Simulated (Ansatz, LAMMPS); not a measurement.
# Aqueous Li+ and Br-, 6.2 mol of salt per kg of water at 280 K (203 atoms): support functions against a reference

Wanted: errors and times of a linear-scaling basis for aqueous Li+ and Br-, 6.2 mol of salt per kg of water at 280 K (203 atoms). A setting counts as converged where the r.m.s. difference of forces stays under 1 % of the r.m.s. force.

Method: Kohn-Sham DFT, PBE+D4, PAW (set soft_2), plane waves, in Ansatz 0.2.0.

Report form: the programs' logs are mostly left out.

**1. Set-up**

The cell holds 203 atoms: 63 O, 126 H, 7 Li and 7 Br. Its edges and angles: a = 12.945 Å, b = 12.945 Å, c = 12.945 Å, α = 90.0°, β = 90.0°, γ = 90.0°. 63 H2O, 7 Li+, 7 Br- placed at random, at 1.33 g/cm³; overlaps pushed apart, then 10 ps at 420 K with Joung-Cheatham ions (J. Phys. Chem. B 112, 9020 (2008)); SPC/E water (Berendsen, Grigera and Straatsma, J. Phys. Chem. 91, 6269 (1987)). Snapshot after 20 ps at 280 K and fixed volume.

Limits known from the start: The network of contacts between molecules at the start is that of the classical potential that made the cell, and needn't be the one that DFT or experiment would give. The density was typed from a rule of thumb and may lie off the real one at this temperature. Only the Γ point is sampled, in a cell whose shortest periodic width is 13 Å.

**2. The classical run that made the cell**

A classical potential supplies the starting structure, since it reaches far longer times than DFT.

This step: classical MD, Joung-Cheatham ions (J. Phys. Chem. B 112, 9020 (2008)); SPC/E water (Berendsen, Grigera and Straatsma, J. Phys. Chem. 91, 6269 (1987)) (LAMMPS 22 Jul 2025 - Update 4).

Input file in.lmp:

```
# aqueous Li+ and Br-, 6.2 mol of salt per kg of water
units real
atom_style full
boundary p p p
bond_style harmonic
angle_style harmonic
dihedral_style opls
improper_style harmonic
special_bonds lj 0 0 0.5 coul 0 0 0.75
read_data data.lmp
neigh_modify delay 0 every 1 check yes one 4000
comm_modify cutoff 12.0
timestep 0.5
thermo_style custom step time temp pe press density
thermo_modify norm yes
# push overlapping molecules apart
pair_style soft 2.6
pair_coeff * * 0.0
variable a equal ramp(1,60)
fix ad all adapt 1 pair soft a * * v_a
velocity all create 420 89318 mom yes dist gaussian
fix lim all nve/limit 0.03
fix lan all langevin 420 420 50 89319 zero yes
thermo 1000
run 3000 post no
unfix ad
pair_style lj/cut/coul/long 9.0
pair_modify mix arithmetic tail yes
pair_coeff 1 1 0.1553 3.1660   # O
pair_coeff 2 2 0.0000 1.0000   # H
pair_coeff 3 3 0.3367 1.4094   # Li
pair_coeff 4 4 0.0270 4.9017   # Br
kspace_style pppm 1.0e-4
thermo 100
# [... 17 lines left out ...]
compute msd all msd com yes
thermo 5000
fix md all nvt temp 280 280 100
run 20000 post no
print "== T280: mean square displacement over the hold $(c_msd[4]:%.2f) A^2"
unfix md
uncompute msd
write_dump all custom T280.dump id type xs ys zs modify sort id
```

On the command line:

```sh
$ lmp -in in.lmp -log none -nocite
```

It took 17 s on 1 thread of AMD EPYC 9R45, shared host; peak memory 0.074 GiB.

The input also reads data.lmp (atoms, bonds and types; not printed here).

**3. Plane-wave single point**

The first run uses the default basis; a harder plane-wave run follows as the reference for the support functions.

Input file input.yaml:

```yaml
crystal:
  lattice:
    - [12.94548, 0.0, 0.0]
    - [0.0, 12.94548, 0.0]
    - [0.0, 0.0, 12.94548]
  atoms:
    - { symbol: O, position: [0.92301, 0.13013, 0.61809] }
    - { symbol: H, position: [0.98931, 0.10407, 0.64796] }
    - { symbol: H, position: [0.9237, 0.12041, 0.54146] }
    - { symbol: O, position: [0.53954, 0.98456, 0.40294] }
    - { symbol: H, position: [0.47396, 0.95209, 0.37818] }
    - { symbol: H, position: [0.57454, 0.93708, 0.45282] }
    - { symbol: O, position: [0.84488, 0.90698, 0.53801] }
    - { symbol: H, position: [0.86006, 0.96468, 0.48894] }
    - { symbol: H, position: [0.76852, 0.89599, 0.54201] }
    - { symbol: O, position: [0.17257, 0.26652, 0.48118] }
    - { symbol: H, position: [0.17164, 0.24273, 0.55466] }
    - { symbol: H, position: [0.17889, 0.20538, 0.4344] }
    - { symbol: O, position: [0.78554, 0.61802, 0.28824] }
    - { symbol: H, position: [0.81908, 0.63943, 0.35446] }
    - { symbol: H, position: [0.73684, 0.67329, 0.265] }
    - { symbol: O, position: [0.95977, 0.34851, 0.34952] }
    - { symbol: H, position: [0.92828, 0.27797, 0.34906] }
    - { symbol: H, position: [0.94186, 0.38513, 0.28391] }
    - { symbol: O, position: [0.64949, 0.49376, 0.01575] }
    - { symbol: H, position: [0.70401, 0.53284, 0.97745] }
    - { symbol: H, position: [0.67848, 0.46784, 0.0825] }
    - { symbol: O, position: [0.558, 0.27763, 0.85424] }
    - { symbol: H, position: [0.51644, 0.21768, 0.87966] }
    - { symbol: H, position: [0.52348, 0.30852, 0.79242] }
    - { symbol: O, position: [0.90066, 0.30034, 0.75348] }
    - { symbol: H, position: [0.90823, 0.26382, 0.68584] }
    - { symbol: H, position: [0.86945, 0.37002, 0.74176] }
    - { symbol: O, position: [0.97927, 0.76026, 0.17904] }
    - { symbol: H, position: [0.9731, 0.71063, 0.12017] }
    - { symbol: H, position: [0.01774, 0.72676, 0.23704] }
    - { symbol: O, position: [0.65863, 0.10465, 0.25939] }
    - { symbol: H, position: [0.72439, 0.13172, 0.28955] }
    [... 165 atom lines left out ...]
    - { symbol: Br, position: [0.39315, 0.8458, 0.91628] }
    - { symbol: Br, position: [0.86409, 0.56071, 0.70279] }
    - { symbol: Br, position: [0.39565, 0.58782, 0.31112] }
    - { symbol: Br, position: [0.16128, 0.1134, 0.66647] }
    - { symbol: Br, position: [0.61411, 0.83418, 0.56945] }
    - { symbol: Br, position: [0.88012, 0.10664, 0.37862] }
kpoints:
  mp_grid: { grid: [1, 1, 1] }
hamiltonian:
  xc: pbe
  dispersion: d4
scf:
  occupations: { method: fermi_dirac, width: 0.025 }
output:
  forces: true
  stress: true
  populations: true
  dos:
    method: { smearing: { sigma: 0.15 } }
    de: 0.1
    projected: { site_lists: { Br: [Br], H: [H], Li: [Li], O: [O] } }
  eigenvalues: true
  write_density: true
  write_potential: true
  volumetric_format: npy
  elf: true
```

On the command line:

```sh
$ ansatz run input.yaml --threads 8 --pin off --max-ram 15872MiB --backend cpu --events-out ev --progress --plain --runs-dir out
```

The job ended after 10 s (8 threads of AMD EPYC 9R45, shared host; peak memory 3.2 GiB; 73 s of CPU time).

The program notes that the exchange-correlation potential is rough where the density is thin.

Numbers from this run:

| Item | Value |
| --- | --- |
| free energy | -58720.3419 eV |
| free energy per atom | -289.2628 eV/atom |
| SCF cycles | 9 |
| pressure | -1.97 GPa |
| r.m.s. force component | 0.5168 eV/Å |
| longest force | 1.554 eV/Å |
| Fermi energy | 0.4306 eV |
| gap (highest filled to lowest empty level) | 3.922 eV |
| spilling of the projection | 0.01008 |

The r.m.s. force component of 0.52 eV/Å sets the scale for the differences below.

**4. Plane waves at 750 eV (750 eV)**

The grid of the support functions holds more waves than the default cutoff, so they are judged against a harder plane-wave run.

input.yaml, the sections that differ from step 3:

```yaml
output:
  forces: true
  eigenvalues: true
basis:
  ecutwfc: "750 eV"
# crystal, kpoints, hamiltonian, scf: as in step 3
```

Wall time 11 s (8 threads); peak memory 6.5 GiB; 80 s of CPU time.

Forces differ from the reference by 10 meV/Å r.m.s., 1.9 % of their size, over a tolerance of 1 %; the energy by -4.8 meV/atom. This is the tighter run, so the reference isn't converged in this setting (nor is this run shown to be).

**5. Support functions medium**

With localised support functions most steps grow linearly with size, though the diagonalisation grows faster unless the density matrix is cut; this run measures error and cost at this size. Besides, the program derives a nominal cutoff of 464 eV for this run, against the reference's 750.

This step: Kohn-Sham DFT, PBE+D4, PAW (set soft_2), localised support functions (medium) (Ansatz 0.2.0).

input.yaml, the sections that differ from step 4:

```yaml
scf:
  occupations: { method: fermi_dirac, width: 0.025 }
  eigensolver: { kind: { support_functions: { accuracy: medium } } }
  max_iter: 150
# crystal, kpoints, hamiltonian, output: as in step 4
# basis: removed
```

It took 37 s on 8 threads; peak memory 4.9 GiB; 4.7 min of CPU time.

The program notes that the band table was not solved further than the SCF left it and it switched symmetry off.

Keys that differ from the reference: basis.ecutwfc removed, support_functions.accuracy = "medium" and scf.max_iter = 150.

Forces differ from the reference by 1.9 meV/Å r.m.s., 0.36 % of their size, within a tolerance of 1 %; the energy by -0.69 meV/atom. It took 3.4 times the reference's time (shared host, so rough).

**6. Support functions low**

With localised support functions most steps grow linearly with size, though the diagonalisation grows faster unless the density matrix is cut; this run measures error and cost at this size. Besides, the program derives a nominal cutoff of 420 eV for this run, against the reference's 750.

This step: Kohn-Sham DFT, PBE+D4, PAW (set soft_2), localised support functions (low) (Ansatz 0.2.0).

input.yaml, the sections that differ from step 5:

```yaml
scf:
  occupations: { method: fermi_dirac, width: 0.025 }
  eigensolver: { kind: { support_functions: { accuracy: low } } }
  max_iter: 150
# crystal, kpoints, hamiltonian, output: as in step 5
```

Wall time 34 s (8 threads); peak memory 4.8 GiB.

Keys that differ from the reference: basis.ecutwfc removed, support_functions.accuracy = "low" and scf.max_iter = 150.

Forces differ from the reference by 2.0 meV/Å r.m.s., 0.38 % of their size, within a tolerance of 1 %; the energy by -0.68 meV/atom. It took 3.1 times the reference's time (shared host, so rough).

**7. Support functions high**

The cell is solved in localised support functions. Besides, the program derives a nominal cutoff of 631 eV for this run, against the reference's 750.

This step: Kohn-Sham DFT, PBE+D4, PAW (set soft_2), localised support functions (high) (Ansatz 0.2.0).

input.yaml, the sections that differ from step 6:

```yaml
scf:
  occupations: { method: fermi_dirac, width: 0.025 }
  eigensolver: { kind: { support_functions: { accuracy: high } } }
  max_iter: 150
# crystal, kpoints, hamiltonian, output: as in step 6
```

Wall time 2.7 min (8 threads); peak memory 13 GiB; 21 min of CPU time.

Keys that differ from the reference: basis.ecutwfc removed, support_functions.accuracy = "high" and scf.max_iter = 150.

Forces differ from the reference by 1.8 meV/Å r.m.s., 0.34 % of their size, within a tolerance of 1 %; the energy by -0.77 meV/atom. It took 15 times the reference's time (shared host, so rough).

**8. Support functions medium, radius 3.35 Å**

The radius confines each support function; a larger one gives more freedom and more work per atom. Besides, the program derives a nominal cutoff of 464 eV for this run, against the reference's 750.

This step: Kohn-Sham DFT, PBE+D4, PAW (set soft_2), localised support functions (medium) (Ansatz 0.2.0).

input.yaml, the sections that differ from step 7:

```yaml
scf:
  occupations: { method: fermi_dirac, width: 0.025 }
  eigensolver: { kind: { support_functions: { accuracy: medium, radius: 3.35 } } }
  max_iter: 150
# crystal, kpoints, hamiltonian, output: as in step 7
```

The job ended after 36 s (8 threads; peak memory 4.8 GiB; 4.6 min of CPU time).

Keys that differ from the reference: basis.ecutwfc removed, support_functions.accuracy = "medium", support_functions.radius = 3.35 and scf.max_iter = 150.

Forces differ from the reference by 1.9 meV/Å r.m.s., 0.36 % of their size, within a tolerance of 1 %; the energy by -0.69 meV/atom. It took 3.3 times the reference's time (shared host, so rough).

**9. Support functions medium, radius 3.62 Å**

input.yaml, the sections that differ from step 8:

```yaml
scf:
  occupations: { method: fermi_dirac, width: 0.025 }
  eigensolver: { kind: { support_functions: { accuracy: medium, radius: 3.62 } } }
  max_iter: 150
# crystal, kpoints, hamiltonian, output: as in step 8
```

Wall time 47 s (8 threads); peak memory 5.2 GiB; 6 min of CPU time.

Keys that differ from the reference: basis.ecutwfc removed, support_functions.accuracy = "medium", support_functions.radius = 3.62 and scf.max_iter = 150.

Forces differ from the reference by 1.8 meV/Å r.m.s., 0.35 % of their size, within a tolerance of 1 %; the energy by -0.69 meV/atom. It took 4.3 times the reference's time (shared host, so rough).

**10. Support functions medium, radius 3.86 Å**

input.yaml, the sections that differ from step 9:

```yaml
scf:
  occupations: { method: fermi_dirac, width: 0.025 }
  eigensolver: { kind: { support_functions: { accuracy: medium, radius: 3.86 } } }
  max_iter: 150
# crystal, kpoints, hamiltonian, output: as in step 9
```

Wall time 51 s (8 threads); peak memory 5.5 GiB; 6.4 min of CPU time.

Keys that differ from the reference: basis.ecutwfc removed, support_functions.accuracy = "medium", support_functions.radius = 3.86 and scf.max_iter = 150.

Forces differ from the reference by 1.8 meV/Å r.m.s., 0.35 % of their size, within a tolerance of 1 %; the energy by -0.69 meV/atom. It took 4.7 times the reference's time (shared host, so rough).

**11. Support functions medium, radius 4.14 Å**

input.yaml, the sections that differ from step 10:

```yaml
scf:
  occupations: { method: fermi_dirac, width: 0.025 }
  eigensolver: { kind: { support_functions: { accuracy: medium, radius: 4.14 } } }
  max_iter: 150
# crystal, kpoints, hamiltonian, output: as in step 10
```

Elapsed: 58 s, on 8 threads; peak memory 6.1 GiB; 7.4 min of CPU time.

Keys that differ from the reference: basis.ecutwfc removed, support_functions.accuracy = "medium", support_functions.radius = 4.14 and scf.max_iter = 150.

Forces differ from the reference by 1.8 meV/Å r.m.s., 0.34 % of their size, within a tolerance of 1 %; the energy by -0.69 meV/atom. It took 5.3 times the reference's time (shared host, so rough).

**12. Support functions medium, radius 4.66 Å**

input.yaml, the sections that differ from step 11:

```yaml
scf:
  occupations: { method: fermi_dirac, width: 0.025 }
  eigensolver: { kind: { support_functions: { accuracy: medium, radius: 4.66 } } }
  max_iter: 150
# crystal, kpoints, hamiltonian, output: as in step 11
```

Run time: 79 s. Hardware: 8 threads; peak memory 7.5 GiB.

Keys that differ from the reference: basis.ecutwfc removed, support_functions.accuracy = "medium", support_functions.radius = 4.66 and scf.max_iter = 150.

Forces differ from the reference by 1.8 meV/Å r.m.s., 0.34 % of their size, within a tolerance of 1 %; the energy by -0.69 meV/atom. It took 7.2 times the reference's time (shared host, so rough).

**13. Support functions medium, radius 5.18 Å**

input.yaml, the sections that differ from step 12:

```yaml
scf:
  occupations: { method: fermi_dirac, width: 0.025 }
  eigensolver: { kind: { support_functions: { accuracy: medium, radius: 5.18 } } }
  max_iter: 150
# crystal, kpoints, hamiltonian, output: as in step 12
```

The job ended after 1.9 min (8 threads; peak memory 9.4 GiB; 14 min of CPU time).

Keys that differ from the reference: basis.ecutwfc removed, support_functions.accuracy = "medium", support_functions.radius = 5.18 and scf.max_iter = 150.

Forces differ from the reference by 1.8 meV/Å r.m.s., 0.34 % of their size, within a tolerance of 1 %; the energy by -0.69 meV/atom. It took 10 times the reference's time (shared host, so rough).

**14. Support functions medium, radius 2.93 Å**

The radius confines each support function; a larger one gives more freedom and more work per atom.

input.yaml, the sections that differ from step 13:

```yaml
scf:
  occupations: { method: fermi_dirac, width: 0.025 }
  eigensolver: { kind: { support_functions: { accuracy: medium, radius: 2.93 } } }
  max_iter: 150
# crystal, kpoints, hamiltonian, output: as in step 13
```

The job ended after 2.2 s (8 threads; peak memory 0.45 GiB).

The program refuses radii under 3.28 Å for these atoms at this level.

**15. All settings compared**

Each row is set against the plane-wave reference (Kohn-Sham DFT, PBE+D4, PAW (set soft_2), plane waves; r.m.s. force component 0.517 eV/Å). Energies are set beside the reference only for runs with its functional, potentials and electron count. Times are for 8 threads of AMD EPYC 9R45, shared host. The reference's time includes the DOS, ELF, the stress and grids, which some other runs skip.

```
                           run  Δ force, r.m.s. (meV/Å)  share of r.m.s. force (%)  Δ energy (meV/atom)  Δ gap (eV)  cycles  time  host memory (GiB)
                     reference                        -                          -                    -           -       9  10 s                3.2
plane waves at 750 eV (750 eV)                     10.0                       1.94                -4.81      1.0e-4       9  11 s                6.5
```

**16. The ladder side by side**

Differences are against the run with plane waves at 750 eV (Kohn-Sham DFT, PBE+D4, PAW (set soft_2), plane waves), whose r.m.s. force component is 0.524 eV/Å. Energies are set beside the reference only for runs with its functional, potentials and electron count. Times are for 8 threads of AMD EPYC 9R45, shared host.

```
                                    run  Δ force, r.m.s. (meV/Å)  share of r.m.s. force (%)  Δ energy (meV/atom)  Δ gap (eV)  cycles     time  host memory (GiB)
                              reference                        -                          -                    -           -       9     11 s                6.5
               support functions medium                     1.87                      0.357               -0.687      4.0e-4      12     37 s                4.9
                  support functions low                     1.97                      0.376               -0.679      9.0e-4      11     34 s                4.8
                 support functions high                     1.80                      0.344               -0.767     -1.0e-4      17  2.7 min                 13
support functions medium, radius 3.35 Å                     1.90                      0.362               -0.687      6.0e-4      12     36 s                4.8
support functions medium, radius 3.62 Å                     1.85                      0.352               -0.687      5.0e-4      12     47 s                5.2
support functions medium, radius 3.86 Å                     1.83                      0.349               -0.687      5.0e-4      12     51 s                5.5
support functions medium, radius 4.14 Å                     1.80                      0.343               -0.687      4.0e-4      12     58 s                6.1
support functions medium, radius 4.66 Å                     1.78                      0.340               -0.687      4.0e-4      12     79 s                7.5
support functions medium, radius 5.18 Å                     1.80                      0.344               -0.687      5.0e-4      12  1.9 min                9.4
```

(Continued in part 2 of 2.)

[Logs are printed without paths, hosts, clocks, repeated set-up lines and the standing remarks that a program may print on its own settings, such as how far it seeks lower states.]

[Hosts, paths, dates, database ids (printed as entryN), source tags and the programs' standing remarks are cut or masked in the printed files.]
